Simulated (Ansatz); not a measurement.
# Na wire along [100], 4 atoms a period: bands by functional and under strain, part 3 of 4

Aim: is the Na wire along [100], 4 atoms a period a metal or a semiconductor?

Ansatz 0.2.0; DFT PBE, plane waves, PAW; relaxation of a wire's period (the session's first sound run).

So far, conductance of the lead as this run defines it (G₀): step 3 (the perfect wire) 3.00.

### 6. Levels at the same atoms, level r2SCAN, cutoff 500 eV

This step: DFT r2SCAN, plane waves, PAW; bands of a perfect wire at the PBE geometry (Ansatz 0.2.0).

The atoms stay at the PBE geometry and the functional changes. r2SCAN also reads the kinetic-energy density; it often gives larger moments and wider gaps than PBE, at a higher cost. Against the first PBE run of this kind, the cutoff is 500 eV against 420 and the mesh along the wire has 17 points against 22.

input.yaml reads:

```yaml
crystal:
  lattice:
    - [11.0, 0.0, 0.0]
    - [0.0, 11.0, 0.0]
    - [0.0, 0.0, 3.6740778022]
  atoms:
    - { symbol: Na, position: [0.306882533, 0.5, 0.0] }
    - { symbol: Na, position: [0.693117467, 0.5, 0.0] }
    - { symbol: Na, position: [0.5, 0.306882533, 0.5] }
    - { symbol: Na, position: [0.5, 0.693117467, 0.5] }
kpoints:
  mp_grid: { grid: [1, 1, 17] }
  band_path: { path: ["Γ", Z], npoints: 50 }
scf:
  occupations: { method: fermi_dirac, width: 0.05 }
hamiltonian:
  xc: r2scan
```

The run is started by

```
ansatz run input.yaml --threads 8 --pin off --max-ram 16384MiB --backend cpu --events-out ev --progress --plain --runs-dir out
```

Numbers of over 12 decimals in the logs are rounded to 6 here.

The log of the run:

```text
[...]
Crystal: 4 atoms, lattice volume = 444.563 Å³
Basis set: ecut = 500 eV, 11253 PW (Γ), exchange–correlation on 324×324×108 points (64 copies of the dense FFT grid, shifted against one another)
Bands: 22, of which v1, the nominal top of the filled ones, is band 18 counted from 1 (17 counted from 0)
Symmetry: 16 space group operations
[...]
k-points: 9 of 17
[...]
Fermi energy:    -1.005268 eV
[...]
--- Band table (eV; the first three rows and the last of 9) ---
  k-point 0: bands = [... 14 lower, -27.2452, -27.2387, -3.6307, -1.8546, -1.8546, -0.5142, -0.4388, -0.0212]
  k-point 1: bands = [... 14 lower, -27.2456, -27.2395, -3.5884, -1.8127, -1.8127, -0.4731, -0.3981, 0.0196]
  k-point 2: bands = [... 14 lower, -27.2467, -27.2418, -3.4619, -1.6874, -1.6874, -0.3502, -0.2758, 0.1420]
  k-point 8: bands = [... 14 lower, -27.2516, -27.2516, -1.0046, -0.3438, 0.5832, 0.5832, 1.7400, 1.7400]
[key lines of the parts left out:]
SCF converged after 6 iterations
Free energy (F): -5953.006693 eV
```

It took 5.2 s on 8 threads of Arm Neoverse V1, shared host; peak memory 1.5 GiB.

Electronic bands along the path, in eV, zero at the Fermi level:

| point | band 17 | band 18 | band 19 | band 20 | band 21 | band 22 |
| --- | --- | --- | --- | --- | --- | --- |
| Γ | -2.63 | -0.85 | -0.85 | 0.49 | 0.57 | 0.98 |
| halfway | -1.87 | -0.10 | -0.10 | 1.22 | 1.30 | 1.72 |
| Z | 0.32 | 0.32 | 1.69 | 1.69 | 2.63 | 2.63 |

The electronic bands as a text plot (rows in eV):

```
    2.8 |                                              *******
    2.6 |                                        ********     ***
    2.3 |                                    ****  ***
    2.1 |                                 ***   ***
    1.9 |                             ****  ****
    1.7 |                        *****   ************        ****
    1.4 |                  ******     *****          **   ***
    1.2 |          ********     *******               ****
    1.0 |**********       ********                 ***    **
    0.7 |       *************                    **         **
    0.5 |************                        ****             **
    0.3 |                                ****                  **
    0.0 |                             ***                    **
   -0.2 |                        *****                     **
   -0.4 |                 *******                      ****
   -0.7 |        *********                           **
   -0.9 |********                                 ***
   -1.1 |                                      ***
   -1.4 |                                  ****
   -1.6 |                               ***
   -1.8 |                          *****
   -2.0 |                      ****
   -2.3 |               *******
   -2.5 |***************
         Γ                                                      Z
```

Bands cross the Fermi level, as under PBE at the relaxed period.

### 7. Levels at the same atoms, level HSE06, cutoff 420 eV

This step: DFT HSE06, plane waves, PAW; levels of a perfect wire at the PBE geometry (Ansatz 0.2.0).

The atoms stay at the PBE geometry and the functional changes. HSE06 mixes in a quarter of short-range exact exchange, which removes part of the self-interaction that closes gaps; it is dear, so the mesh is thinner and no path is run. Against the first PBE run of this kind, the mesh along the wire has 9 points against 22.

input.yaml, as its differences from that of step 6:

```diff
@@ -11,4 +11,3 @@
 kpoints:
-  mp_grid: { grid: [1, 1, 17] }
-  band_path: { path: ["Γ", Z], npoints: 50 }
+  mp_grid: { grid: [1, 1, 9] }
 scf:
@@ -16,2 +15,2 @@
 hamiltonian:
-  xc: r2scan
+  xc: hse06
```

The log of the run:

```text
exact exchange: scf.exx.singularity resolves to wigner_seitz, which cuts the screened interaction at the faces of the exchange supercell's Wigner-Seitz cell, so that each pair interacts once, at the shortest of its separations (the periodic images that this leaves out come, for a point-like exchange hole, to about 0.002 eV on a filled level). The cut falls within the interaction's reach, and what an exchange supercel [...]
[...]
Crystal: 4 atoms, lattice volume = 444.563 Å³
[...]
--- Band table (eV; the first three rows and the last of 5) ---
  k-point 0: bands = [... 14 lower, -29.1686, -29.1629, -3.8860, -1.9705, -1.9705, -0.5436]
  k-point 1: bands = [... 14 lower, -29.1697, -29.1654, -3.7170, -1.8050, -1.8050, -0.3998]
  k-point 2: bands = [... 14 lower, -29.1715, -29.1715, -3.2152, -1.3183, -1.3183, 0.0261]
  k-point 4: bands = [... 14 lower, -29.1735, -29.1735, -1.2943, 0.0357, 0.4549, 0.4549]
  guard bands above this table: 2 of the run's 22 bands. The solve was not asked for them (output.publish_guard_bands: true or output.eigenvalues: true publishes all)
[key lines of the parts left out:]
Free energy (F): -5944.869444 eV
Fermi energy:    -1.228983 eV
```

Elapsed: 11 s, on 8 threads; peak memory 0.89 GiB.

### 8. At a strained period, period over the relaxed period 1.03, k-mesh 1×1×16

This step: DFT PBE, plane waves, PAW; relaxation at a fixed period (Ansatz 0.2.0).

The period is set to 1.03 times the relaxed one and the atoms relax within it: strain changes bond lengths and angles, which shifts the bands against each other. Against the first PBE run of this kind, the mesh along the wire has 16 points against 22.

The cell differs from the one that the last finished run ended in (c 3.674 → 3.784 Å).

input.yaml, as its differences from that of step 7:

```diff
@@ -4,3 +4,3 @@
     - [0.0, 11.0, 0.0]
-    - [0.0, 0.0, 3.6740778022]
+    - [0.0, 0.0, 3.7843001363]
   atoms:
@@ -11,3 +11,4 @@
 kpoints:
-  mp_grid: { grid: [1, 1, 9] }
+  mp_grid: { grid: [1, 1, 16] }
+  band_path: { path: ["Γ", Z], npoints: 50 }
 scf:
@@ -15,2 +16,7 @@
 hamiltonian:
-  xc: hse06
+  xc: pbe
+relax:
+  max_steps: 40
+  f_tol: 0.02
+output:
+  stress: true
```

The log of the run:

```text
Warning: output.stress: scf.convergence.dr2_threshold = 1e-7 eV (the SCF's general default) is looser than the 4e-10 eV advised for a printed stress (1e-10 eV for each atom of the cell: 4). What an SCF threshold leaves in a stress goes as its square root, and in the free energy as the threshold itself, and one threshold admits the most on a small cell: [figures from the program's tests cut] Every solve of this run an [...]
[...]
Crystal: 4 atoms, lattice volume = 457.900 Å³
Basis set: ecut = 420 eV, 8981 PW (Γ), exchange–correlation on 150×150×54 points (8 copies of the dense FFT grid, shifted against one another)
Bands: 22, of which v1, the nominal top of the filled ones, is band 18 counted from 1 (17 counted from 0)
Symmetry: 16 space group operations
[...]
k-points: 9 of 16
[...]
SCF iter   1: F=—  HF=-5944.388701 eV  |F-HF|=—  |Δ(HF+E_count)|=         —  Δρ=1.32e-3  dr2=4.63e-2  ethr=1.77e-3  ⟨swp⟩=7.3  Hψ=1058  notcnv=0
[...]
SCF iter   6: F=-5944.382426 eV  HF=-5944.382426 eV  |F-HF|=4.43e-8  |Δ(HF+E_count)|=   5.43e-7  Δρ=2.44e-6  dr2=9.53e-8  ethr=7.02e-9  ⟨swp⟩=2.0  Hψ=695  notcnv=0
SCF 1 converged in 6 iterations: F = -5944.382426 eV  dr2 = 9.53e-8
[...]
relax step   1: F+E_penalty+E_count = -5944.38242648 eV  Δ(F+E_penalty+E_count) = +0.000e0 eV  max|allowed force component| = 8.928e-3 eV/Å  Δτ_max = 0.0000 Å  (6 SCF iters, dr2 threshold 1.00e-5 eV, accepted)
[...]
SCF iter   2: F=-5944.382427 eV  HF=-5944.382427 eV  |F-HF|=2.59e-9  |Δ(HF+E_count)|=   2.06e-5  Δρ=9.84e-7  dr2=2.01e-8  ethr=2.05e-10  ⟨swp⟩=4.2  Hψ=581  notcnv=0
SCF 2 converged in 2 iterations: F = -5944.382427 eV  dr2 = 2.01e-8
relax step   2: F+E_penalty+E_count = -5944.38242650 eV  Δ(F+E_penalty+E_count) = -2.220e-8 eV  max|allowed force component| = 8.910e-3 eV/Å  Δτ_max = 0.0000 Å  (2 SCF iters, accepted)
[...]
the band table was solved once a step of the walk had ended and its energy, with any forces and stress, was formed, with the checks that follow a solve (1103 applications of the Hamiltonian). They found nothing against the state; the energy, forces and stress were not computed again (output.eigenvalues in the input reference)
[...]
SCF converged after 2 iterations
Free energy (F): -5944.382427 eV
[...]
Internal energy: -5944.367169 eV  (E = F + TS)
E sigma→0 (E₀):  -5944.374798 eV
Entropy (-TS):   -0.015257 eV (-3.814 meV/atom)
Fermi energy:    -1.119599 eV
[...]
--- Forces (eV/Å), atoms counted from 1 ---
  atom   1  Na     0.00890979     0.00000000     0.00000000
  atom   2  Na    -0.00890979     0.00000000     0.00000000
  atom   3  Na     0.00000000     0.00890979     0.00000000
  atom   4  Na     0.00000000    -0.00890979     0.00000000
  max |Σ_I F_I| component: 3.47e-18 eV/Å
--- Stress (GPa, compression-positive) ---
        0.154924       0.000000       0.000000
        0.000000       0.154924       0.000000
        0.000000       0.000000      -0.211527
  P = ⅓ Tr σ = 0.0328 GPa (0.328 kbar)
--- Band table (eV; the first three rows and the last of 9) ---
  k-point 0: bands = [... 14 lower, -26.2918, -26.2856, -3.4697, -1.8313, -1.8313, -0.6548, -0.4742, -0.0050]
  k-point 1: bands = [... 14 lower, -26.2921, -26.2862, -3.4277, -1.7899, -1.7899, -0.6140, -0.4346, 0.0340]
  k-point 2: bands = [... 14 lower, -26.2927, -26.2881, -3.3020, -1.6659, -1.6659, -0.4919, -0.3159, 0.1510]
  k-point 8: bands = [... 14 lower, -26.2957, -26.2957, -0.8566, -0.8566, 0.4902, 0.4902, 1.0845, 1.0845]
--- Relaxed structure (2 steps of the walk, 2 accepted, 0 SCFs on fresh bases) ---
  F+E_penalty+E_count = -5944.38242650 eV   max|allowed force component| = 8.910e-3 eV/Å
  atoms:
    - { symbol: Na, position: [0.306882533, 0.5, 0.0] }
    - { symbol: Na, position: [0.693117467, 0.5, 0.0] }
    - { symbol: Na, position: [0.5, 0.306882533, 0.5] }
    - { symbol: Na, position: [0.5, 0.693117467, 0.5] }
```

The job ended after 2.9 s (8 threads; peak memory 0.8 GiB; 20 s of CPU time).

Hardly anything moved in the relaxation; the energy changed by under 0.2 meV an atom.

Numbers from this step:

| Item | Value |
| --- | --- |
| energy at zero smearing | -5944.3748 eV |

Electronic bands along the path, in eV, zero at the Fermi level:

```
  point  band 17  band 18  band 19  band 20  band 21  band 22
      Γ    -2.35    -0.71    -0.71     0.46     0.65     1.11
halfway    -1.68    -0.05    -0.05     1.11     1.28     1.74
      Z     0.26     0.26     1.61     1.61     2.20     2.20
```

The electronic bands as a text plot (rows in eV):

```
    2.5 |                                              ******
    2.3 |                                    ***     ****    ****
    2.1 |                                 ***   *****
    1.9 |                             ****     ***
    1.7 |                        *****     ********            **
    1.5 |                 *******      ********    **       ***
    1.3 |       **********        ********           **  ***
    1.1 |*******             *********                ****
    0.9 |            ************                  ***    **
    0.6 |******************                     ***         **
    0.4 |**********                         ****              **
    0.2 |                                ***                   **
    0.0 |                           *****                    **
   -0.2 |                       ****                       **
   -0.4 |                *******                       ****
   -0.6 |    ************                            **
   -0.8 |****                                     ***
   -1.0 |                                       **
   -1.2 |                                   ****
   -1.4 |                               ****
   -1.6 |                           ****
   -1.8 |                      *****
   -2.0 |               *******
   -2.2 |***************
         Γ                                                      Z
```

Bands cross the Fermi level, as under PBE at the relaxed period.

### 9. Strain along the wire, period over the relaxed period 1.1, k-mesh 1×1×15

The period is set to 1.1 times the relaxed one and the atoms relax within it: strain changes bond lengths and angles, which shifts the bands against each other. Against the first PBE run of this kind, the mesh along the wire has 15 points against 22.

The cell differs from the one that the last finished run ended in (c 3.784 → 4.041 Å).

input.yaml, as its differences from that of step 8:

```diff
@@ -4,3 +4,3 @@
     - [0.0, 11.0, 0.0]
-    - [0.0, 0.0, 3.7843001363]
+    - [0.0, 0.0, 4.0414855824]
   atoms:
@@ -11,3 +11,3 @@
 kpoints:
-  mp_grid: { grid: [1, 1, 16] }
+  mp_grid: { grid: [1, 1, 15] }
   band_path: { path: ["Γ", Z], npoints: 50 }
```

The log of the run:

```text
[...]
Crystal: 4 atoms, lattice volume = 489.020 Å³
Basis set: ecut = 420 eV, 9557 PW (Γ), exchange–correlation on 150×150×60 points (8 copies of the dense FFT grid, shifted against one another)
Bands: 22, of which v1, the nominal top of the filled ones, is band 18 counted from 1 (17 counted from 0)
Symmetry: 16 space group operations
[...]
k-point 7: bands = [... 14 lower, -26.4232, -26.4232, -1.4913, -0.8930, 0.1201, 0.1201, 0.8750, 0.8750]
--- Relaxed structure (3 steps of the walk, 3 accepted, 0 SCFs on fresh bases) ---
  F+E_penalty+E_count = -5944.32575381 eV   max|allowed force component| = 5.028e-3 eV/Å
  atoms:
    - { symbol: Na, position: [0.313209, 0.5, 0.0] }
    - { symbol: Na, position: [0.686791, 0.5, 0.0] }
    - { symbol: Na, position: [0.5, 0.313209, 0.500000] }
    - { symbol: Na, position: [0.5, 0.686791, 0.500000] }
[key lines of the parts left out:]
SCF converged after 5 iterations
Free energy (F): -5944.325754 eV
Fermi energy:    -1.205071 eV
P = ⅓ Tr σ = -0.0300 GPa (-0.300 kbar)
```

Run time: 3.6 s. Hardware: 8 threads; peak memory 0.82 GiB.

Relaxation path:

```csv
step,energy less that of the first step (eV),largest force component (eV/Å)
1,0.0000,0.0709
2,-0.0036,0.0564
3,-0.0095,0.0050
```

The run keeps the 16 symmetry operations that it works with, so distortions that break them were not tested.

The atoms that moved most (Å):

```csv
atom,dx,dy,dz,length
Na1,0.070,0.000,0.000,0.070
Na2,-0.070,0.000,0.000,0.070
Na3,0.000,0.070,0.000,0.070
Na4,0.000,-0.070,0.000,0.070
```

Numbers from this step:

```
energy at zero smearing : -5944.3171 eV
```

Electronic bands along the path, in eV, zero at the Fermi level:

| point | band 17 | band 18 | band 19 | band 20 | band 21 | band 22 |
| --- | --- | --- | --- | --- | --- | --- |
| Γ | -2.30 | -0.60 | -0.60 | 0.62 | 0.73 | 1.22 |
| halfway | -1.71 | -0.03 | -0.03 | 1.19 | 1.29 | 1.77 |
| Z | 0.00 | 0.00 | 1.46 | 1.46 | 1.93 | 1.93 |

The electronic bands as a text plot (rows in eV, shown from -2.3 to 1.2 only):

```
    1.1 |*                     *******             **     **
    1.0 |                *********                   * ***
    0.9 |        *************                      ***
    0.7 |***************                          **   ***
    0.6 |****                                   **        *
    0.4 |                                    ***           **
    0.3 |                                 ***                *
    0.1 |                              ***                    **
    0.0 |                          ****                        **
   -0.2 |                      ****                           *
   -0.3 |                 *****                             **
   -0.5 |          *******                                **
   -0.6 |**********                                    ***
   -0.8 |                                            **
   -0.9 |                                          **
   -1.1 |                                        **
   -1.2 |                                      **
   -1.3 |                                  ****
   -1.5 |                               ***
   -1.6 |                             **
   -1.8 |                        *****
   -1.9 |                    ****
   -2.1 |              ******
   -2.2 |**************
         Γ                                                      Z
```

Bands cross the Fermi level, as under PBE at the relaxed period.

[end of part 3 of 4]

[Logs are printed without paths, hosts, clocks, repeated set-up lines and the standing remarks that a program may print on its own settings, such as how far it seeks lower states.]

[Hosts, paths, dates, database ids (printed as entryN), source tags and the programs' standing remarks are cut or masked in the printed files.]
